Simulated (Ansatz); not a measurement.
## Y3Zn, from a guessed structure to a relaxed one

This structure for Y3Zn is made up. Its elements were placed in a known structure type with a cell scaled to their sizes. What cell does the guess relax to, and how far off was it?

Main program and level: Ansatz 0.2.0; DFT, PBEsol, plane-wave PAW, files of the set soft_1, scalar-relativistic, no spin, cell and ions relaxed at zero pressure; PAW set soft_1, in the first sound run; inputs show where later runs differ.

### 1. Starting point

It takes space group Pm-3m (No. 221, cubic). Conventional cell: a = 4.625 Å, b = 4.625 Å, c = 4.625 Å, α = 90.00°, β = 90.00°, γ = 90.00°. Nearest to Y lie 8 Y at 3.27 Å and 4 Zn at 3.27 Å. Nearest to Zn lie 12 Y at 3.27 Å. Farther neighbours are not listed.

### 2. Relaxation of the guess

The guessed cell has no reason to be at equilibrium. It is relaxed with the atoms, within the space group of the guess.

Input file input.yaml:

```yaml
crystal:
  lattice:
    - [4.625, 0.0, 0.0]
    - [0.0, 4.625, 0.0]
    - [0.0, 0.0, 4.625]
  atoms:
    - { symbol: "Y", position: [0.5, 0.5, 0.0] }
    - { symbol: "Y", position: [0.5, 0.0, 0.5] }
    - { symbol: "Y", position: [0.0, 0.5, 0.5] }
    - { symbol: Zn, position: [0.0, 0.0, 0.0] }
kpoints:
  mp_grid: { grid: [6, 6, 6] }
scf:
  occupations: { method: fermi_dirac, width: 0.05 }
hamiltonian:
  xc: pbesol
  pseudopotentials: { kind: paw, azcp: { folder: soft_1 }, xc_functional: pbe }
relax:
  f_tol: 0.015
  max_steps: 70
  cell: {}
output:
  forces: true
  stress: true
```

On the command line:

```sh
$ ansatz run input.yaml --threads 4 --pin off --max-ram 8192MiB --backend cpu --events-out ev --progress --plain --runs-dir out
```

Numbers of over 12 decimals in the logs are rounded to 6 here.

Output:

```text
Engine: ansatz 0.2.0, aarch64-unknown-linux-gnu
Pseudopotentials: kind: paw
Pseudopotential: Y, paw, valence charge 11, recommended cutoff 420 eV (normal), soft_1/Y.paw.azcp
Pseudopotential: Zn, paw, valence charge 12, recommended cutoff 420 eV (normal), soft_1/Zn.paw.azcp
Functional definition: PBEsol
  exchange = pbesol_x
  correlation = pbesol_c
Crystal: 4 atoms, lattice volume = 98.932 Å³
Basis set: ecut = 420 eV, 1935 PW (Γ), exchange–correlation on 64×64×64 points (8 copies of the dense FFT grid, shifted against one another)
Bands: 27, of which v1, the nominal top of the filled ones, is band 23 counted from 1 (22 counted from 0)
Symmetry: 48 space group operations
Space group: Pm-3m (ITA 221), of the structure as read, at distance tolerance 4.6e-5 Å
k-points: 20 of 216
Non-local potential: Y, projectors of the file, l = 0: 3, l = 1: 2, l = 2: 2, l = 3: 1
Non-local potential: Zn, projectors of the file, l = 0: 2, l = 1: 2, l = 2: 3, l = 3: 1
PAW form: soft (Blöchl's): semilocal exchange-correlation on the pseudo side does not see the compensation charge
PAW frozen core: Y, regenerated for the run's functional, and the local potential with it (the file was generated under x = pbe(κ = 0.804, μ = 0.219515), c = pbe(β = 0.066725))
PAW frozen core: Zn, regenerated for the run's functional, and the local potential with it (the file was generated under x = pbe(κ = 0.804, μ = 0.219515), c = pbe(β = 0.066725))
PAW one-centre angular grid: Y, 590 points (default); XC on 64 Gauss nodes
PAW one-centre angular grid: Zn, 590 points (default); XC on 64 Gauss nodes
Initial density: superposition of atomic densities (chi_scale 0.1, normalization cell, long waves kept (reshape's long-wave potential 0.00 eV rms))
Initial wavefunctions: pseudopotential atomic-orbital guess
Functional: x = pbesol(κ = 0.804, μ = 0.123457), c = pbesol(β = 0.046)
SCF iter   1: F=—  HF=-14668.447549 eV  |F-HF|=—  |Δ(HF+E_count)|=         —  Δρ=1.11e-1  dr2=1.29e1  ethr=3.10e-3  ⟨swp⟩=5.5  Hψ=2243  notcnv=0
preconditioner: auto → Kerker (q_TF=auto, 2.393 Å⁻¹)  [metal: Δε(μ)=0.020 eV  Ē_g=12.320 eV  σ=0.050 eV  W_gap=0.10  n_scr=26 (ndim 8)  ℏωp=23.3 eV  f_vac=0.000  D(μ)=8.67/eV (n_scr^D=92)]
SCF iter   2: F=—  HF=-14666.957772 eV  |F-HF|=—  |Δ(HF+E_count)|=    1.49e0  Δρ=3.73e-2  dr2=2.61e0  ethr=3.10e-3  ⟨swp⟩=2.2  Hψ=1000  notcnv=0
SCF iter   3: F=—  HF=-14666.507111 eV  |F-HF|=—  |Δ(HF+E_count)|=   4.51e-1  Δρ=2.50e-2  dr2=7.94e-1  ethr=3.10e-3  ⟨swp⟩=2.5  Hψ=865  notcnv=0
SCF iter   4: F=—  HF=-14666.329522 eV  |F-HF|=—  |Δ(HF+E_count)|=   1.78e-1  Δρ=5.16e-3  dr2=4.21e-2  ethr=1.76e-3  ⟨swp⟩=2.1  Hψ=856  notcnv=0
SCF iter   5: F=—  HF=-14666.320843 eV  |F-HF|=—  |Δ(HF+E_count)|=   8.68e-3  Δρ=2.77e-3  dr2=7.51e-3  ethr=9.35e-5  ⟨swp⟩=2.4  Hψ=1007  notcnv=0
SCF iter   6: F=—  HF=-14666.319249 eV  |F-HF|=—  |Δ(HF+E_count)|=   1.59e-3  Δρ=9.05e-4  dr2=5.06e-4  ethr=1.67e-5  ⟨swp⟩=2.0  Hψ=694  notcnv=0
SCF iter   7: F=—  HF=-14666.319168 eV  |F-HF|=—  |Δ(HF+E_count)|=   8.08e-5  Δρ=4.37e-4  dr2=1.34e-4  ethr=1.12e-6  ⟨swp⟩=2.0  Hψ=639  notcnv=0
SCF iter   8: F=—  HF=-14666.319137 eV  |F-HF|=—  |Δ(HF+E_count)|=   3.05e-5  Δρ=6.74e-5  dr2=3.76e-6  ethr=2.98e-7  ⟨swp⟩=2.0  Hψ=693  notcnv=0
SCF iter   9: F=—  HF=-14666.319110 eV  |F-HF|=—  |Δ(HF+E_count)|=   2.69e-5  Δρ=1.01e-5  dr2=9.22e-8  ethr=2.22e-10  ⟨swp⟩=3.4  Hψ=2113  notcnv=0
SCF iter  10: F=-14666.319110 eV  HF=-14666.319110 eV  |F-HF|=9.70e-10  |Δ(HF+E_count)|=   2.63e-8  Δρ=8.39e-7  dr2=1.46e-9  ethr=2.05e-10  ⟨swp⟩=2.6  Hψ=1774  notcnv=0
SCF 1 converged in 10 iterations: F = -14666.319110 eV  dr2 = 1.46e-9
  greatest PAW one-centre occupation: 0.993 electrons in one spin orbital (limit 2), on the Y atom at site 2 (counted from 0), in its partial waves of l = 0
relax step   1: F+E_penalty+E_count = -14666.31911025 eV  Δ(F+E_penalty+E_count) = +0.000e0 eV  max|allowed force component| = 1.760e-29 eV/Å  Δτ_max = 0.0000 Å  P = +1.840 GPa  Ω = 98.932 Å³  (10 SCF iters, dr2 threshold 1.00e-7 eV, accepted)
Crystal: 4 atoms, lattice volume = 103.531 Å³
Basis set: ecut = 420 eV, 2007 PW (Γ), exchange–correlation on 64×64×64 points (8 copies of the dense FFT grid, shifted against one another)
Initial density: handed on by an earlier stage of this run
Initial wavefunctions: those handed on with the density
iter 1 solved again at ethr=7.65e-5 eV; its pass at ethr=3.10e-3 eV (dr2=3.44e-2 eV) is discarded
SCF iter   1: F=—  HF=-14666.346691 eV  |F-HF|=—  |Δ(HF+E_count)|=         —  Δρ=4.58e-3  dr2=3.52e-2  ethr=7.65e-5  ⟨swp⟩=1.0  Hψ=2815  notcnv=0
preconditioner: auto → Kerker (q_TF=auto, 2.375 Å⁻¹)  [metal: Δε(μ)=0.018 eV  Ē_g=5.047 eV  σ=0.050 eV  W_gap=0.09  n_scr=26 (ndim 8)  ℏωp=16.7 eV  f_vac=0.000  D(μ)=6.61/eV (n_scr^D=80)]
SCF iter   2: F=—  HF=-14666.340273 eV  |F-HF|=—  |Δ(HF+E_count)|=   6.42e-3  Δρ=1.65e-3  dr2=5.67e-3  ethr=7.65e-5  ⟨swp⟩=2.0  Hψ=782  notcnv=0
SCF iter   3: F=—  HF=-14666.338768 eV  |F-HF|=—  |Δ(HF+E_count)|=   1.51e-3  Δρ=9.18e-4  dr2=2.57e-3  ethr=1.26e-5  ⟨swp⟩=2.0  Hψ=800  notcnv=0
SCF iter   4: F=—  HF=-14666.338254 eV  |F-HF|=—  |Δ(HF+E_count)|=   5.14e-4  Δρ=5.29e-4  dr2=1.12e-4  ethr=5.71e-6  ⟨swp⟩=2.0  Hψ=750  notcnv=0
SCF iter   5: F=—  HF=-14666.338287 eV  |F-HF|=—  |Δ(HF+E_count)|=   3.35e-5  Δρ=6.47e-5  dr2=1.39e-5  ethr=2.50e-7  ⟨swp⟩=2.0  Hψ=721  notcnv=0
SCF iter   6: F=-14666.338285 eV  HF=-14666.338285 eV  |F-HF|=8.75e-8  |Δ(HF+E_count)|=   2.06e-6  Δρ=1.96e-5  dr2=3.50e-7  ethr=8.89e-10  ⟨swp⟩=3.1  Hψ=2182  notcnv=0
SCF 2 converged in 6 iterations: F = -14666.338285 eV  dr2 = 3.50e-7
  greatest PAW one-centre occupation: 0.993 electrons in one spin orbital (limit 2), on the Y atom at site 1 (counted from 0), in its partial waves of l = 0
relax step   2: F+E_penalty+E_count = -14666.33828529 eV  Δ(F+E_penalty+E_count) = -1.918e-2 eV  max|allowed force component| = 5.259e-30 eV/Å  Δτ_max = 0.0000 Å  P = -0.395 GPa  Ω = 103.531 Å³  energy of the carried Pulay correction = -5.053e-4 eV  (6 SCF iters, dr2 threshold 4.00e-7 eV, accepted)
Crystal: 4 atoms, lattice volume = 102.687 Å³
iter 1 solved again at ethr=3.24e-6 eV; its pass at ethr=3.10e-3 eV (dr2=1.46e-3 eV) is discarded
SCF iter   1: F=—  HF=-14666.339734 eV  |F-HF|=—  |Δ(HF+E_count)|=         —  Δρ=8.02e-4  dr2=1.08e-3  ethr=3.24e-6  ⟨swp⟩=2.0  Hψ=2598  notcnv=0
preconditioner: auto → Kerker (q_TF=auto, 2.378 Å⁻¹)  [metal: Δε(μ)=0.031 eV  Ē_g=4.883 eV  σ=0.050 eV  W_gap=0.15  n_scr=26 (ndim 8)  ℏωp=16.8 eV  f_vac=0.000  D(μ)=6.80/eV (n_scr^D=80)]
SCF iter   2: F=—  HF=-14666.339541 eV  |F-HF|=—  |Δ(HF+E_count)|=   1.93e-4  Δρ=2.99e-4  dr2=1.66e-4  ethr=2.39e-6  ⟨swp⟩=2.0  Hψ=660  notcnv=0
SCF iter   3: F=—  HF=-14666.339479 eV  |F-HF|=—  |Δ(HF+E_count)|=   6.22e-5  Δρ=1.54e-4  dr2=7.16e-5  ethr=3.68e-7  ⟨swp⟩=2.0  Hψ=681  notcnv=0
SCF iter   4: F=—  HF=-14666.339466 eV  |F-HF|=—  |Δ(HF+E_count)|=   1.37e-5  Δρ=8.97e-5  dr2=3.05e-6  ethr=1.59e-7  ⟨swp⟩=2.0  Hψ=750  notcnv=0
SCF iter   5: F=-14666.339467 eV  HF=-14666.339467 eV  |F-HF|=7.42e-8  |Δ(HF+E_count)|=   1.48e-6  Δρ=7.05e-6  dr2=1.32e-7  ethr=8.66e-10  ⟨swp⟩=3.0  Hψ=2095  notcnv=0
SCF 3 converged in 5 iterations: F = -14666.339467 eV  dr2 = 1.32e-7
  greatest PAW one-centre occupation: 0.993 electrons in one spin orbital (limit 2), on the Y atom at site 0 (counted from 0), in its partial waves of l = 0
relax step   3: F+E_penalty+E_count = -14666.33946700 eV  Δ(F+E_penalty+E_count) = -1.182e-3 eV  max|allowed force component| = 2.720e-30 eV/Å  Δτ_max = 0.0000 Å  P = -0.018 GPa  Ω = 102.687 Å³  energy of the carried Pulay correction = -4.144e-4 eV  (5 SCF iters, dr2 threshold 3.90e-7 eV, accepted)
Initial wavefunctions: pseudopotential atomic-orbital guess (no wavefunctions were taken with the density)
iter 1 solved again at ethr=1.39e-6 eV; its pass at ethr=3.10e-3 eV (dr2=6.27e-4 eV) is discarded
SCF iter   1: F=—  HF=-14666.339877 eV  |F-HF|=—  |Δ(HF+E_count)|=         —  Δρ=2.01e-4  dr2=1.66e-6  ethr=1.39e-6  ⟨swp⟩=2.8  Hψ=3516  notcnv=0
eigensolver tolerance schedule: the retry pair's looser diagonalisation over-reported the residual by 376.92 of it (diagonalisation noise at 0.20 of the residual, at the tolerance the schedule requests for it); recorded, not acted on — ethr = c·dr2/N_el stays at c = 1.0e-1
preconditioner: auto → Kerker (q_TF=auto, 2.378 Å⁻¹)  [metal: Δε(μ)=0.032 eV  Ē_g=4.908 eV  σ=0.050 eV  W_gap=0.16  n_scr=26 (ndim 8)  ℏωp=16.8 eV  f_vac=0.000  D(μ)=6.78/eV (n_scr^D=80)]
SCF iter   2: F=—  HF=-14666.339855 eV  |F-HF|=—  |Δ(HF+E_count)|=   2.22e-5  Δρ=1.21e-4  dr2=2.67e-6  ethr=3.69e-9  ⟨swp⟩=2.0  Hψ=830  notcnv=0
SCF iter   3: F=—  HF=-14666.339853 eV  |F-HF|=—  |Δ(HF+E_count)|=   1.89e-6  Δρ=3.43e-5  dr2=4.65e-8  ethr=3.69e-9  ⟨swp⟩=2.0  Hψ=660  notcnv=0
SCF iter   4: F=—  HF=-14666.339852 eV  |F-HF|=—  |Δ(HF+E_count)|=   4.14e-7  Δρ=4.41e-6  dr2=5.74e-9  ethr=1.03e-10  ⟨swp⟩=2.0  Hψ=750  notcnv=0
SCF iter   5: F=—  HF=-14666.339852 eV  |F-HF|=—  |Δ(HF+E_count)|=   1.95e-8  Δρ=2.59e-6  dr2=3.54e-9  ethr=1.28e-11  ⟨swp⟩=2.0  Hψ=735  notcnv=0
SCF iter   6: F=—  HF=-14666.339852 eV  |F-HF|=—  |Δ(HF+E_count)|=  1.26e-10  Δρ=2.39e-7  dr2=9.07e-11  ethr=7.86e-12  ⟨swp⟩=2.0  Hψ=660  notcnv=0
SCF iter   7: F=-14666.339852 eV  HF=-14666.339852 eV  |F-HF|=1.09e-11  |Δ(HF+E_count)|=  1.46e-11  Δρ=6.82e-8  dr2=5.14e-12  ethr=1.00e-12  ⟨swp⟩=4.0  Hψ=1764  notcnv=0
SCF 4 converged in 7 iterations: F = -14666.339852 eV  dr2 = 5.14e-12
relax step   4: F+E_penalty+E_count = -14666.33985246 eV  Δ(F+E_penalty+E_count) = -3.855e-4 eV  max|allowed force component| = 3.583e-30 eV/Å  Δτ_max = 0.0000 Å  P = -0.019 GPa  Ω = 102.687 Å³  stress off target by 1.87e-2 GPa  SCF on the basis re-selected at this cell (its energy is not comparable with the rows above)  (7 SCF iters)
basis re-selected at this cell: Δ(F+E_penalty+E_count) = -3.855e-4 eV, ΔP = -0.001 GPa vs the last step (what re-selecting the basis moved, of the pressure what is left beyond the Pulay correction that the steps carried, after the strain that the cell walked since its last selection, with what the two solves' SCF thresholds leave and, on support functions, any second-order correction that the steps lacked; it is no m [...]
SCF converged after 7 iterations
Free energy (F): -14666.339852 eV
Harris-Foulkes:  -14666.339852 eV  (|F-HF|=1.09e-11)
Internal energy: -14666.285137 eV  (E = F + TS)
E sigma→0 (E₀):  -14666.312495 eV
Entropy (-TS):   -0.054715 eV (-13.679 meV/atom)
Fermi energy:    10.565811 eV
--- Per-component energies (eV) ---
  E_band       = -264.995290
  E_kinetic    = 1099.002725
  E_local      = -3612.514210  (includes V_loc(G=0)·N_el)
  E_nonlocal   = 903.307738
  E_hartree    = 1273.486081
  E_xc         = -610.493083
  E_vxc        = -667.536602  (∫ρ·V_xc dr)
  E_paw        = -10149.039781  (= ΣΔE_a)
  E_vpaw       = -534.226897  (= ΣTr[D̂ρ^β])
  E_aug_tail   = -0.000189  (compensation charges beyond the density's cutoff)
  E_ewald      = -3571.278095
  E_core_change = 1.243676  (= ΣΔE_core)
  E_smearing   = -0.054715  (= −TS)
  E_closure    = -0.000000  (closes the sum)
  Σ components = -14666.339852   (vs F -14666.339852, Δ=0.00e0)
--- Forces (eV/Å), atoms counted from 1 ---
  atom   1  Y      0.00000000    -0.00000000     0.00000000
  atom   2  Y      0.00000000    -0.00000000     0.00000000
  atom   3  Y      0.00000000    -0.00000000     0.00000000
  atom   4  Zn     0.00000000     0.00000000    -0.00000000
  max |Σ_I F_I| component: 6.71e-30 eV/Å
--- Stress (GPa, compression-positive) ---
       -0.018737       0.000000       0.000000
        0.000000      -0.018737      -0.000000
        0.000000      -0.000000      -0.018737
  P = ⅓ Tr σ = -0.0187 GPa (-0.187 kbar)
--- Relaxed structure (3 steps of the walk, 3 accepted, 1 SCFs on fresh bases) ---
  F+E_penalty+E_count = -14666.33985246 eV   max|allowed force component| = 3.583e-30 eV/Å   (the final SCF, on the basis selected at the relaxed cell)
  cell:  # Å, volume = 102.6874 Å³
    - [4.682801, 0, 0]
    - [0, 4.682801, 0]
    - [0, 0, 4.682801]
  atoms:
    - { symbol: Y, position: [0.5, 0.5, 0] }
    - { symbol: Y, position: [0.5, 0, 0.5] }
    - { symbol: Y, position: [0, 0.5, 0.5] }
    - { symbol: Zn, position: [0, 0, 0] }
```

Elapsed: 3.5 s, on 4 threads of Arm Neoverse V1, shared host; peak memory 0.4 GiB; 13 s of CPU time.

The steps of the relaxation:

```
step  energy less that of the first step (eV)  largest force component (eV/Å)  pressure (GPa)  volume (Å³)
   1                                   0.0000                          0.0000            1.84        98.93
   2                                  -0.0192                          0.0000           -0.39       103.53
   3                                  -0.0204                          0.0000           -0.02       102.69
  4*                                  -0.0207                          0.0000           -0.02       102.69
```

Relaxation steps marked * repeat the geometry before them on a plane-wave basis chosen anew for their cell, so energy and pressure can jump there.

The run keeps the 48 symmetry operations that it works with, so distortions that break them were not tested.

```
conventional cell, symmetrised  before  after  change
                         a (Å)   4.625  4.683  +1.2 %
                         b (Å)   4.625  4.683  +1.2 %
                         c (Å)   4.625  4.683  +1.2 %
              volume (Å³/atom)   24.73  25.67  +3.8 %
```

The relaxed structure:

```
Y Zn
1.0
     4.68280    0.00000    0.00000
     0.00000    4.68280    0.00000
     0.00000    0.00000    4.68280
Y Zn
3 1
Direct
  0.50000 0.50000 0.00000
  0.50000 0.00000 0.50000
  0.00000 0.50000 0.50000
  0.00000 0.00000 0.00000
```

This step gave:

```yaml
free_energy: -14666.3399 eV
energy_at_zero_smearing: -14666.3125 eV
smearing_term_ts: 0.05472 eV
fermi_energy: 10.57 eV
electrons: 45
symmetry_operations: 48
pressure: -0.01874 GPa
```

Shortest distances by pair of elements, guess and relaxed (not always the same contact):

```
 pair  guess (Å)  relaxed (Å)
 Y–Zn      3.270        3.311
  Y–Y      3.270        3.311
Zn–Zn      4.625        4.683
```

The relaxation ends with a pressure of -0.02 GPa.

(Part 1 of 2 ends here.)

[Logs are printed without paths, hosts, clocks, repeated set-up lines and the standing remarks that a program may print on its own settings, such as how far it seeks lower states.]

[Hosts, paths, dates, database ids (printed as entryN), source tags and the programs' standing remarks are cut or masked in the printed files.]
